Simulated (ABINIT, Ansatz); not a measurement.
Computed results, one entry a study.

```cif
data_cac2
_symmetry_space_group_name_H-M 'R-3m:H'
_symmetry_Int_Tables_number 166
_cell_length_a 3.8888
_cell_length_b 3.8888
_cell_length_c 11.8616
_cell_angle_alpha 90.000
_cell_angle_beta 90.000
_cell_angle_gamma 120.000
_cell_volume 155.35
loop_
_atom_site_label
_atom_site_type_symbol
_atom_site_symmetry_multiplicity
_atom_site_Wyckoff_symbol
_atom_site_fract_x
_atom_site_fract_y
_atom_site_fract_z
_atom_site_occupancy
Ca1 Ca 3 a 0.00000 0.00000 0.00000 1
C1 C 6 c 0.66667 0.33333 0.88625 1
_calc_subject 'CaC2 (R-3m): one start, several treatments of the self-energy'
_calc_method 'RPA screening on PBEsol, plane waves, norm-conserving pseudopotentials (and 3 further levels or steps)'
_calc_program 'ABINIT 10.8.3'
_calc_settings 'cutoff 37 Ha, PseudoDojo scalar-relativistic 0.4.1 standard, norm-conserving, ngkpt (4, 4, 4), nband 56, ecuteps 4.2 Ha, gwcalctyp 2, nfreqre 16, nfreqim 8, inclvkb 2, freqremax 40 eV, spmeth 1, nomegasf 120, shiftk (0, 0, 0), symchi 1, awtr 1, frequency cd, 4×4×4 k-mesh'
_calc_cost '8 runs, 6.2 min in all on 4 MPI ranks of Arm Neoverse N1, shared host'
_calc_notes 'The program’s warnings: Min real frequency set to default [Ha] = and nkpt*nsppol () is not a multiple of nproc spkpt (). The cell and positions are those that the Materials Project relaxed with its own functionals (PBE, PBE+U or r2SCAN), kept fixed.'
_calc_g0w0_godby_needs_plasmon_pole '4.575 eV'
_calc_g0w0_von_der_linden_horsch_plasmon_pole '4.678 eV'
_calc_g0w0_hybertsen_louie_plasmon_pole '4.748 eV'
_calc_one_shot_hartree_fock '11.049 eV'
_calc_g0w0_contour_deformation '4.541 eV'
_calc_known_limits 'short of the basis limit'
```

[Long decimals in the printed logs are rounded to 6 places.]

[Logs are printed without paths, hosts, clocks, repeated set-up lines and the standing remarks that a program may print on its own settings, such as how far it seeks lower states.]

[Paths, hosts, dates, memory and timing lines, banners, echoed tables and standing remarks are left out of the program output; an Ansatz launch command may be rebuilt from the run's recorded settings. Measured values are a selection of at most five: reports struck by readers or far from the other reports are left out. None is set beside runs whose start may be inverted or whose files or cutoffs have a known fault.]

[Runs of the session that timed out or met a known fault of the program may be left out.]

[Hosts, paths, dates, database ids (printed as entryN), source tags and the programs' standing remarks are cut or masked in the printed files.]

[G0W0 gaps are taken among the corrected bands and points alone; a level outside them can change the order at an edge.]

[Where Ansatz stands beside ABINIT at settings called matched, ABINIT's density can come from a denser mesh and the files from another edition; pairs whose starting gaps differed by over 0.03 eV were left out, so agreement reads better than it is.]
